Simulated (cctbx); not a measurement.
# Symmetry from intensities

Cell: a = 9.3020 Å, b = 13.2220 Å, c = 9.2230 Å, α = 90.00°, β = 90.00°, γ = 90.00°. Expected content of the cell: Bi4 Tl12 S28.

Simulated single-crystal data (cctbx): synchrotron X-rays, λ = 0.7749 Å, to d = 0.75 Å, 70 % of the full sphere, strongest reflection 5000 counts, noise from counting, a 6 % proportional error and a noise floor of 15 counts (s.d.); no absorption, some extinction.

Tests on the unmerged data give:

```text
7845 reflections to d = 0.750 A
centring   violations  <I/sigma> of those
    A       1441 of  3890      3.3
    B       1441 of  3889      3.3
    C          0 of  3943      0.0
    I       1168 of  3930      2.6
    R       1689 of  5310      3.0
    F       1441 of  5861      2.2
Laue class    unique    Rint  (classes that these axes allow; Friedel mates merged)
C 1 2/m 1        1447   0.082
C 2/m 1 1        1473   0.080
C m m m           823   0.089
space group    extra absences  I>4sigma  <I/sigma>
C 2 2 21                9          0       0.4  acentric
C 2 2 2                 0          0         -  acentric
C m m 2                 0          0         -  acentric
C 2 m m                 0          0         -  acentric
C m 2 m                 0          0         -  acentric
C m m m                 0          0         -  centric
Wilson B = 0.92 A^2   <|E^2-1|> = 0.750 (0.968 centric, 0.736 acentric)   E^2>4: 2.0 %
shell (A)         n   <I/sigma>
 9.22 - 1.50    118     11.3
 1.50 - 1.19    101     13.9
 1.19 - 1.04    103     14.5
 1.04 - 0.95     99     12.0
 0.95 - 0.88    102     12.3
 0.88 - 0.83    100     10.9
 0.83 - 0.78     99      9.3
 0.78 - 0.75    101      8.8
```

Q: Read the symmetry from these tables.

The reflections that C centring forbids are absent (⟨I/σ⟩ near 0), so the lattice is C.

Rint stays low (0.080 to 0.089) up to C m m m, the highest class in these axes.

6 settings pass the absence test. The most absences obeyed, 9, belong to C 2 2 21 alone.

⟨|E²−1|⟩ = 0.750 leans to a non-centrosymmetric structure. The Wilson B of 0.92 Å² means U ≈ 0.0117 Å².

The true group is C222_1 (no. 20), Laue class mmm, non-centrosymmetric. The tables fix it.

The model is made up (kin elements in a known structure type, no relaxation), so it says nothing on whether the phase exists.

[Logs are printed without paths, hosts, clocks, repeated set-up lines and the standing remarks that a program may print on its own settings, such as how far it seeks lower states.]
